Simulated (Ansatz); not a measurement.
# Ge (Fd-3m, 2 atoms in the cell) under uniaxial strain along [001], part 2 of 2

Wanted: the shifts of the zone-centre modes of Ge (Fd-3m, 2 atoms in the cell) with strain.

Ansatz 0.2.0; DFT PBEsol, scalar-relativistic, plane waves, PAW; PAW set soft_1.

So far. Step 3 (Tight relaxation): The largest force component left is 0.070 meV/Å and the pressure is -0.001 GPa, within the tolerances set. The cell now holds 22.85 Å³/atom.

### Step 4. Modes at rest

Phonons follow from the second derivative of the energy, found here by linear response.

The modes at rest are the reference of the series.

The input, input.yaml:

```yaml
crystal:
  lattice:
    - [0.0, 2.8377721981, 2.8377721981]
    - [2.8377721981, 0.0, 2.8377721981]
    - [2.8377721981, 2.8377721981, 0.0]
  atoms:
    - { symbol: Ge, position: [0.4999723089, 0.4999723089, 0.4999723089] }
    - { symbol: Ge, position: [0.7500276911, 0.7500276911, 0.7500276911] }
kpoints:
  mp_grid: { grid: [12, 12, 12], shift: [0.5, 0.5, 0.5] }
hamiltonian:
  xc: pbesol
  pseudopotentials: { kind: paw, azcp: { folder: soft_1 }, xc_functional: pbe }
scf:
  occupations: { method: gaussian, width: 0.015 }
output:
  eigenvalues: true
phonons:
  method: dfpt
```

Command:

```
ansatz run input.yaml --threads 4 --pin off --max-ram 10240MiB --backend cpu --events-out ev --progress --plain --runs-dir out
```

Numbers of over 12 decimals in the logs are rounded to 6 here.

Log:

```text
[...]
Crystal: 2 atoms, lattice volume = 45.705 Å³
Basis set: ecut = 420 eV, 893 PW (Γ), exchange–correlation on 64×64×64 points (8 copies of the dense FFT grid, shifted against one another)
Bands: 18, of which v1, the nominal top of the filled ones, is band 14 counted from 1 (13 counted from 0)
Symmetry: 12 space group operations
k-points: 468 of 1728 (irreducible under 2 space group operations, time reversal used)
[...]
SCF iter   1: F=—  HF=-8507.076819 eV  |F-HF|=—  |Δ(HF+E_count)|=         —  Δρ=3.48e-2  dr2=4.41e-1  ethr=3.10e-3  ⟨swp⟩=6.0  Hψ=38759  notcnv=0
[...]
SCF iter   9: F=-8507.007654 eV  HF=-8507.007654 eV  |F-HF|=9.09e-12  |Δ(HF+E_count)|=  6.28e-10  Δρ=1.15e-7  dr2=3.71e-12  ethr=1.00e-12  ⟨swp⟩=4.0  Hψ=44764  notcnv=0
SCF 1 converged in 9 iterations: F = -8507.007654 eV  dr2 = 3.71e-12
[...]
DFPT response loops at Γ: preconditioner auto → none (the input reference at scf.mixing.eps_inf says where Resta's filter doesn't serve); β = 0.50; Broyden in place of MSR1
SCF converged after 9 iterations
Free energy (F): -8507.007654 eV
[...]
Internal energy: -8507.007654 eV  (E = F + TS)
E sigma→0 (E₀):  -8507.007654 eV
Fermi energy:    8.314065 eV
[...]
--- Band table (eV; the first three rows and the last of 468) ---
  k-point 0: bands = [... 10 lower, -4.4144, 7.5007, 8.2394, 8.2394, 8.8322, 10.8688, 10.8688, 10.8858]
  k-point 1: bands = [... 10 lower, -4.3022, 6.3402, 7.7662, 8.1649, 9.3958, 10.9875, 11.0618, 11.5923]
  k-point 2: bands = [... 10 lower, -4.0259, 4.7997, 7.3262, 7.8472, 9.3314, 11.4045, 11.6523, 12.6962]
  k-point 467: bands = [... 10 lower, -2.3509, 0.7193, 6.6412, 6.8463, 8.6391, 11.9204, 12.0720, 15.3489]
--- Phonons (Γ-DFPT): 1 representative perturbation + reference, on 468 of 1728 k-points (Σ response iterations 3) ---
  k mesh reduced under 2 symmetry operations, with k and −k counted as one. Each operation leaves every solved perturbation unchanged. A smaller set is not used because it would not reduce the number of displacements times k-points to solve
  ASR residual: 3.033e-5 → 0.000e0 eV/Å²; symmetrization residual: 3.649e-12 eV/Å²
  ASR residual per site (eV/Å²): 3.03e-5 3.03e-5
  Γ frequencies (cm⁻¹): 0.00 0.00 0.00 288.59 288.59 288.65
  non-analytic LO–TO correction: not included (Born effective charges unavailable; polar crystals: no LO–TO splitting at Γ)
```

Elapsed: 16 s, on 4 threads of Arm Neoverse V2, shared host; peak memory 1.3 GiB; 58 s of CPU time.

In the SCF lines HF is the Harris–Foulkes energy and dr2 the Hartree energy of the density residual, in eV; the loop may stop once dr2 is under the threshold and the program's other checks hold. Hψ counts applications of the Hamiltonian.

This step gave:

* sum-rule residual before enforcement: 3.03e-5 eV/Å²
* highest optical mode at the zone centre (no LO-TO term): 288.6 cm⁻¹
* lowest optical zone-centre mode: 288.6 cm⁻¹

Patterns of degenerate modes are one choice out of their space. Modes at Γ:

| mode | frequency (cm⁻¹) |
| --- | --- |
| 1 | 0.0 |
| 2 | 0.0 |
| 3 | 0.0 |
| 4 | 288.6 |
| 5 | 288.6 |
| 6 | 288.6 |

Displacements in mode 6 (288.6 cm⁻¹), the largest set to 1:
```
Ge1 -1.00 -1.00 -1.00
Ge2  1.00  1.00  1.00
```

Before it was imposed, the acoustic sum rule was missed by 3.0e-5 eV/Å². Small misses are needed for a sound result but don't prove that mesh and cutoff are converged. The lowest optical mode is real, 289 cm⁻¹.

### Step 5. A member of the series: uniaxial strain of +1 % along [001]

The cell takes a uniaxial strain of +1 % along [001]. The strained length and the angles are held, while the rest of the cell and the atoms relax.

input.yaml, the sections that differ from step 4:

```yaml
crystal:
  lattice:
    - [0.0, 2.8377721981, 2.8661499201]
    - [2.8377721981, 0.0, 2.8661499201]
    - [2.8377721981, 2.8377721981, 0.0]
  atoms:
    - { symbol: Ge, position: [0.4999723089, 0.4999723089, 0.4999723089] }
    - { symbol: Ge, position: [0.7500276911, 0.7500276911, 0.7500276911] }
  conventional_axes: [[-1, 1, 1], [1, -1, 1], [1, 1, -1]]
output:
  forces: true
  stress: true
  eigenvalues: true
relax:
  adjacent_minimum: "off"
  f_tol: 0.001
  max_steps: 60
  cell: { stress_tol: 0.01, fix: [c, angles] }
# kpoints, hamiltonian, scf: as in step 4
# phonons: removed
```

Log:

```text
[...]
Crystal: 2 atoms, lattice volume = 46.162 Å³
Basis set: ecut = 420 eV, 909 PW (Γ), exchange–correlation on 54×54×54 points (8 copies of the dense FFT grid, shifted against one another)
Bands: 18, of which v1, the nominal top of the filled ones, is band 14 counted from 1 (13 counted from 0)
Symmetry: 4 space group operations
[...]
k-points: 468 of 1728
[...]
k-point 467: bands = [... 10 lower, -2.3315, 0.6914, 6.0627, 6.7009, 9.0487, 11.8132, 12.1685, 15.5363]
--- Relaxed structure (3 steps of the walk, 3 accepted, 1 SCFs on fresh bases) ---
[...]
cell:  # Å, volume = 45.9147 Å³
    - [0, 2.830163, 2.8661499201]
    - [2.830163, 0, 2.8661499201]
    - [2.830163, 2.830163, 0]
  atoms:
    - { symbol: Ge, position: [0.499967, 0.499967, 0.499979] }
    - { symbol: Ge, position: [0.750033, 0.750033, 0.750021] }
[key lines of the parts left out:]
SCF converged after 5 iterations
Free energy (F): -8507.006344 eV
Fermi energy:    8.262083 eV
P = ⅓ Tr σ = -0.3083 GPa (-3.083 kbar)
```

Elapsed: 17 s, on 4 threads; peak memory 0.61 GiB.

Step by step:

| step | energy less that of the first step (eV) | largest force component (eV/Å) | pressure (GPa) | volume (Å³) |
| --- | --- | --- | --- | --- |
| 1 | 0.0000 | 0.0009 | -0.66 | 46.16 |
| 2 | -0.0004 | 0.0002 | -0.35 | 45.95 |
| 3 | -0.0004 | 0.0000 | -0.31 | 45.91 |
| 4* | -0.0003 | 0.0000 | -0.31 | 45.91 |

Relaxation steps marked * repeat the geometry before them on a plane-wave basis chosen anew for their cell, so energy and pressure can jump there.

The run keeps the 4 symmetry operations that it works with, so distortions that break them were not tested.

| conventional cell, symmetrised | before | after | change |
| --- | --- | --- | --- |
| a (Å) | 4.013 | 4.002 | -0.3 % |
| b (Å) | 4.013 | 4.002 | -0.3 % |
| c (Å) | 5.732 | 5.732 | +0.0 % |
| volume (Å³/atom) | 23.08 | 22.96 | -0.5 % |

Final coordinates:

```
Ge
1.0
     0.00000    2.83016    2.86615
     2.83016    0.00000    2.86615
     2.83016    2.83016    0.00000
Ge
2
Direct
  0.49997 0.49997 0.49998
  0.75003 0.75003 0.75002
```

This step gave:

```
pressure          : -0.3083 GPa
volume per atom   : 22.96 Å³
gap on the k-mesh : 0.09843 eV
```

The largest force component left is 0.038 meV/Å.

### Step 6. Modes of this member: uniaxial strain of +1 % along [001]

The zone-centre modes follow for uniaxial strain of +1 % along [001].

input.yaml, the sections that differ from step 5:

```yaml
crystal:
  lattice:
    - [0.0, 2.8301633522, 2.8661499201]
    - [2.8301633522, 0.0, 2.8661499201]
    - [2.8301633522, 2.8301633522, 0.0]
  atoms:
    - { symbol: Ge, position: [0.499966572, 0.499966572, 0.4999790989] }
    - { symbol: Ge, position: [0.750033428, 0.750033428, 0.7500209011] }
output:
  eigenvalues: true
phonons:
  method: dfpt
# kpoints, hamiltonian, scf: as in step 5
# relax: removed
```

Log:

```text
[...]
Crystal: 2 atoms, lattice volume = 45.915 Å³
Basis set: ecut = 420 eV, 909 PW (Γ), exchange–correlation on 64×64×64 points (8 copies of the dense FFT grid, shifted against one another)
Bands: 18, of which v1, the nominal top of the filled ones, is band 14 counted from 1 (13 counted from 0)
Symmetry: 4 space group operations
k-points: 864 of 1728 (irreducible under 1 space group operation, time reversal used)
[...]
SCF iter   1: F=—  HF=-8507.074860 eV  |F-HF|=—  |Δ(HF+E_count)|=         —  Δρ=3.46e-2  dr2=4.38e-1  ethr=3.10e-3  ⟨swp⟩=6.0  Hψ=71726  notcnv=0
[...]
SCF iter   9: F=-8507.006344 eV  HF=-8507.006344 eV  |F-HF|=1.09e-11  |Δ(HF+E_count)|=   1.31e-9  Δρ=1.27e-7  dr2=4.41e-12  ethr=1.00e-12  ⟨swp⟩=4.0  Hψ=82974  notcnv=0
SCF 1 converged in 9 iterations: F = -8507.006344 eV  dr2 = 4.41e-12
[...]
SCF converged after 9 iterations
Free energy (F): -8507.006344 eV
[...]
Internal energy: -8507.006344 eV  (E = F + TS)
E sigma→0 (E₀):  -8507.006344 eV
Fermi energy:    8.262083 eV
[...]
--- Band table (eV; the first three rows and the last of 864) ---
  k-point 0: bands = [... 10 lower, -4.4394, 7.4214, 8.1469, 8.2129, 8.7510, 10.7881, 10.7933, 10.8571]
  k-point 1: bands = [... 10 lower, -4.3270, 6.2791, 7.6602, 8.1423, 9.3201, 10.9075, 10.9565, 11.5734]
  k-point 2: bands = [... 10 lower, -4.0512, 4.7399, 7.2284, 7.8321, 9.2556, 11.3296, 11.5528, 12.6482]
  k-point 863: bands = [... 10 lower, -2.3865, 0.6801, 6.6018, 6.7785, 8.5633, 11.8729, 11.9981, 15.2877]
--- Phonons (Γ-DFPT): 2 representative perturbations + reference, on 864 of 1728 k-points (Σ response iterations 6) ---
  k mesh reduced under 1 symmetry operation, with k and −k counted as one. Each operation leaves every solved perturbation unchanged. A smaller set is not used because it would not reduce the number of displacements times k-points to solve
  ASR residual: 2.798e-5 → 0.000e0 eV/Å²; symmetrization residual: 1.602e-6 eV/Å²
  ASR residual per site (eV/Å²): 2.80e-5 2.80e-5
  Γ frequencies (cm⁻¹): 0.00 0.00 0.00 286.86 286.92 287.55
[...]
```

Elapsed: 43 s, on 4 threads; peak memory 2.2 GiB; 2.7 min of CPU time.

This step gave:

* sum-rule residual before enforcement: 2.80e-5 eV/Å²
* highest optical mode at the zone centre (no LO-TO term): 287.6 cm⁻¹
* lowest optical zone-centre mode: 286.9 cm⁻¹

Patterns of degenerate modes are one choice out of their space. Modes at Γ:

| mode | frequency (cm⁻¹) |
| --- | --- |
| 1 | 0.0 |
| 2 | 0.0 |
| 3 | 0.0 |
| 4 | 286.9 |
| 5 | 286.9 |
| 6 | 287.6 |

The lowest optical mode is real, 287 cm⁻¹, and the highest lies at 287.6 cm⁻¹.

### Step 7. A member of the series: uniaxial strain of -3 % along [001]

The cell takes a uniaxial strain of -3 % along [001]. The strained length and the angles are held, while the rest of the cell and the atoms relax.

input.yaml, the sections that differ from step 6:

```yaml
crystal:
  lattice:
    - [0.0, 2.8540950247, 2.7526390321]
    - [2.8540950247, 0.0, 2.7526390321]
    - [2.8540950247, 2.8540950247, 0.0]
  atoms:
    - { symbol: Ge, position: [0.4999802973, 0.4999802973, 0.4999606294] }
    - { symbol: Ge, position: [0.7500197027, 0.7500197027, 0.7500393706] }
  conventional_axes: [[-1, 1, 1], [1, -1, 1], [1, 1, -1]]
output:
  forces: true
  stress: true
  eigenvalues: true
relax:
  adjacent_minimum: "off"
  f_tol: 0.001
  max_steps: 60
  cell: { stress_tol: 0.01, fix: [c, angles] }
# kpoints, hamiltonian, scf: as in step 6
# phonons: removed
```

Log:

```text
[...]
Crystal: 2 atoms, lattice volume = 44.845 Å³
Basis set: ecut = 420 eV, 893 PW (Γ), exchange–correlation on 54×54×54 points (8 copies of the dense FFT grid, shifted against one another)
Bands: 18, of which v1, the nominal top of the filled ones, is band 14 counted from 1 (13 counted from 0)
Symmetry: 4 space group operations
[...]
k-points: 468 of 1728
[...]
k-point 467: bands = [... 10 lower, -2.1865, 0.8403, 6.1422, 7.0333, 9.3254, 11.9831, 12.5152, 15.7874]
--- Relaxed structure (3 steps of the walk, 3 accepted, 1 SCFs on fresh bases) ---
[...]
cell:  # Å, volume = 45.1220 Å³
    - [0, 2.862889, 2.7526390321]
    - [2.862889, 0, 2.7526390321]
    - [2.862889, 2.862889, 0]
  atoms:
    - { symbol: Ge, position: [0.499984, 0.499984, 0.499957] }
    - { symbol: Ge, position: [0.750016, 0.750016, 0.750043] }
[key lines of the parts left out:]
SCF converged after 5 iterations
Free energy (F): -8506.996077 eV
Fermi energy:    8.537656 eV
P = ⅓ Tr σ = 0.8806 GPa (8.806 kbar)
```

Elapsed: 18 s, on 4 threads; peak memory 0.6 GiB; 71 s of CPU time.

Step by step:

| step | energy less that of the first step (eV) | largest force component (eV/Å) | pressure (GPa) | volume (Å³) |
| --- | --- | --- | --- | --- |
| 1 | 0.0000 | 0.0005 | 1.33 | 44.85 |
| 2 | -0.0004 | 0.0002 | 0.96 | 45.07 |
| 3 | -0.0004 | 0.0000 | 0.88 | 45.12 |
| 4* | -0.0004 | 0.0000 | 0.88 | 45.12 |

Relaxation steps marked * repeat the geometry before them on a plane-wave basis chosen anew for their cell, so energy and pressure can jump there.

Forces are held to the 4 operations that the run works with; a distortion that breaks them can't arise in this run.

| conventional cell, symmetrised | before | after | change |
| --- | --- | --- | --- |
| a (Å) | 4.036 | 4.049 | +0.3 % |
| b (Å) | 4.036 | 4.049 | +0.3 % |
| c (Å) | 5.505 | 5.505 | -0.0 % |
| volume (Å³/atom) | 22.42 | 22.56 | +0.6 % |

The relaxed structure:

```cif
data_structure
_symmetry_space_group_name_H-M 'P 1'
_symmetry_Int_Tables_number 1
_cell_length_a 3.9715
_cell_length_b 3.9715
_cell_length_c 4.0487
_cell_angle_alpha 59.355
_cell_angle_beta 59.355
_cell_angle_gamma 61.290
_cell_volume 45.12
loop_
_atom_site_label
_atom_site_type_symbol
_atom_site_fract_x
_atom_site_fract_y
_atom_site_fract_z
_atom_site_occupancy
Ge1 Ge 0.49998 0.49998 0.49996 1
Ge2 Ge 0.75002 0.75002 0.75004 1
```

This step gave:

| Item | Value |
| --- | --- |
| pressure | 0.8806 GPa |
| volume per atom | 22.56 Å³ |
| gap on the k-mesh | 0.06383 eV |

The largest force component left is 0.043 meV/Å.

### Step 8. Modes of this member: uniaxial strain of -3 % along [001]

The zone-centre modes follow for uniaxial strain of -3 % along [001].

input.yaml, the sections that differ from step 7:

```yaml
crystal:
  lattice:
    - [0.0, 2.8628887731, 2.7526390321]
    - [2.8628887731, 0.0, 2.7526390321]
    - [2.8628887731, 2.8628887731, 0.0]
  atoms:
    - { symbol: Ge, position: [0.4999838114, 0.4999838114, 0.4999567087] }
    - { symbol: Ge, position: [0.7500161886, 0.7500161886, 0.7500432913] }
output:
  eigenvalues: true
phonons:
  method: dfpt
# kpoints, hamiltonian, scf: as in step 7
# relax: removed
```

Log:

```text
[...]
Crystal: 2 atoms, lattice volume = 45.122 Å³
Basis set: ecut = 420 eV, 909 PW (Γ), exchange–correlation on 64×64×64 points (8 copies of the dense FFT grid, shifted against one another)
Bands: 18, of which v1, the nominal top of the filled ones, is band 14 counted from 1 (13 counted from 0)
Symmetry: 4 space group operations
k-points: 864 of 1728 (irreducible under 1 space group operation, time reversal used)
[...]
k-point 1: bands = [... 10 lower, -4.2284, 6.5062, 8.0793, 8.2237, 9.6009, 11.2305, 11.3666, 11.6442]
  k-point 2: bands = [... 10 lower, -3.9506, 4.9681, 7.6181, 7.8837, 9.5302, 11.6267, 11.9236, 12.8412]
  k-point 863: bands = [... 10 lower, -2.2443, 0.8328, 6.6646, 7.1295, 8.8203, 12.0144, 12.3668, 15.5448]
[...]
ASR residual: 2.542e-5 → 0.000e0 eV/Å²; symmetrization residual: 3.083e-6 eV/Å²
  ASR residual per site (eV/Å²): 2.54e-5 2.54e-5
  Γ frequencies (cm⁻¹): 0.00 0.00 0.00 290.34 292.70 292.90
[...]
[key lines of the parts left out:]
SCF converged after 8 iterations
Free energy (F): -8506.996077 eV
Fermi energy:    8.537655 eV
```

The job ended after 49 s (4 threads; peak memory 2.3 GiB; 3 min of CPU time).

This step gave:

| Property | Result |
| --- | --- |
| gap on the k-mesh | 0.06382 eV |
| sum-rule residual before enforcement | 2.54e-5 eV/Å² |
| highest optical mode at the zone centre (no LO-TO term) | 292.9 cm⁻¹ |
| lowest optical zone-centre mode | 290.3 cm⁻¹ |

Patterns of degenerate modes are one choice out of their space. Modes at Γ:

| mode | frequency (cm⁻¹) |
| --- | --- |
| 1 | 0.0 |
| 2 | 0.0 |
| 3 | 0.0 |
| 4 | 290.3 |
| 5 | 292.7 |
| 6 | 292.9 |

The lowest optical mode is real, 290 cm⁻¹, and the highest lies at 292.9 cm⁻¹.

### Step 9. The series together

The members are set side by side, also those not shown above.

Stress is positive in compression; energies are extrapolated to zero smearing, and E0 is that at rest; members with a gap under 0.05 eV are left out; the edges not held and the atoms are relaxed in each cell; all runs use 12×12×12 k points and Gaussian smearing of 0.015 eV. State of the crystal along the series:

| strain (%) | stress along the axis (GPa) | free strain along [100] (%) | free strain along [010] (%) | E - E0 (meV/atom) |
| --- | --- | --- | --- | --- |
| -3 | 2.637 | 0.8851 | 0.8851 | 5.788 |
| -2 | 1.785 | 0.5752 | 0.5752 | 2.586 |
| -1 | 0.9048 | 0.2796 | 0.2796 | 0.6491 |
| 0 | -0.001274 | 0 | 0 | 0 |
| 1 | -0.9243 | -0.2681 | -0.2681 | 0.655 |

Optical modes are counted from below at rest and tracked from member to member by their patterns, and modes that stay within 0.3 cm⁻¹ of each other stand once; labels, where given, are those at rest; members with a gap under 0.05 eV are left out; the edges not held and the atoms are relaxed in each cell; all runs use 12×12×12 k points and Gaussian smearing of 0.015 eV. Optical modes along the series:

| strain (%) | optical mode 1, doublet (cm⁻¹) | optical mode 2, singlet (cm⁻¹) |
| --- | --- | --- |
| -3 | 292.9 | 290.3 |
| -2 | 291.7 | 290.1 |
| -1 | 290.2 | 289.5 |
| 0 | 288.6 | 288.6 |
| 1 | 286.9 | 287.6 |

Value and slope at zero strain of a cubic (a lower polynomial where under five rows exist) through the rows within 2 % of rest. Slopes at rest:

| mode | frequency (cm⁻¹) | shift per percent of strain (cm⁻¹) | shift per GPa of compressive stress (cm⁻¹) |
| --- | --- | --- | --- |
| optical mode 1, doublet | 288.6 | -1.69 | 1.85 |
| optical mode 2, singlet | 288.6 | -0.95 | 1.04 |

### Step 10. Results

```yaml
members: 5
highest_optical_mode_at_the_zone_centre_no_lo_to_term_at_rest: 288.6 cm⁻¹
young_s_modulus_along_001: 91.4 GPa
optical_mode_1_doublet_shift_per_percent: -1.69 cm⁻¹
optical_mode_2_singlet_shift_per_percent: -0.95 cm⁻¹
```

The stress changes by 0.91 GPa for each percent, a Young’s modulus of 91 GPa along [001]. For each percent the free edge responds with -0.27 %. The strain lowers the symmetry: the level at 288.6 cm⁻¹ splits, into 292.9 and 290.3 cm⁻¹ at -3 %. The fastest shift in the table of slopes is -1.7 cm⁻¹ for each percent (optical mode 1, doublet), or 1.9 cm⁻¹ for each GPa of compressive stress. For small strain, the measured shift of a line that Raman or infrared light can see, divided by its slope, estimates the stress, if the state of stress is of this kind. At strain (%) -4, 2, 3 and 4 the gap on the mesh is under 0.05 eV, where mesh and smearing no longer suit, so these members are left out. These are harmonic frequencies at zero temperature: anharmonic shifts, linewidths and thermal expansion are left out. The PAW files were made for PBE; the program adapts parts of them to the functional of the run, but their partial waves stay those of PBE, an approximation that was not tested in this session. Only the zone centre was solved, so an instability at another wavevector cannot show here. The k mesh is shifted off Γ, so the gap on the mesh misses a band edge that lies there. The shift also lowers the symmetry that the program can use, which splits degenerate modes slightly; labels are left out.

[Logs are printed without paths, hosts, clocks, repeated set-up lines and the standing remarks that a program may print on its own settings, such as how far it seeks lower states.]

[Hosts, paths, dates, database ids (printed as entryN), source tags and the programs' standing remarks are cut or masked in the printed files.]
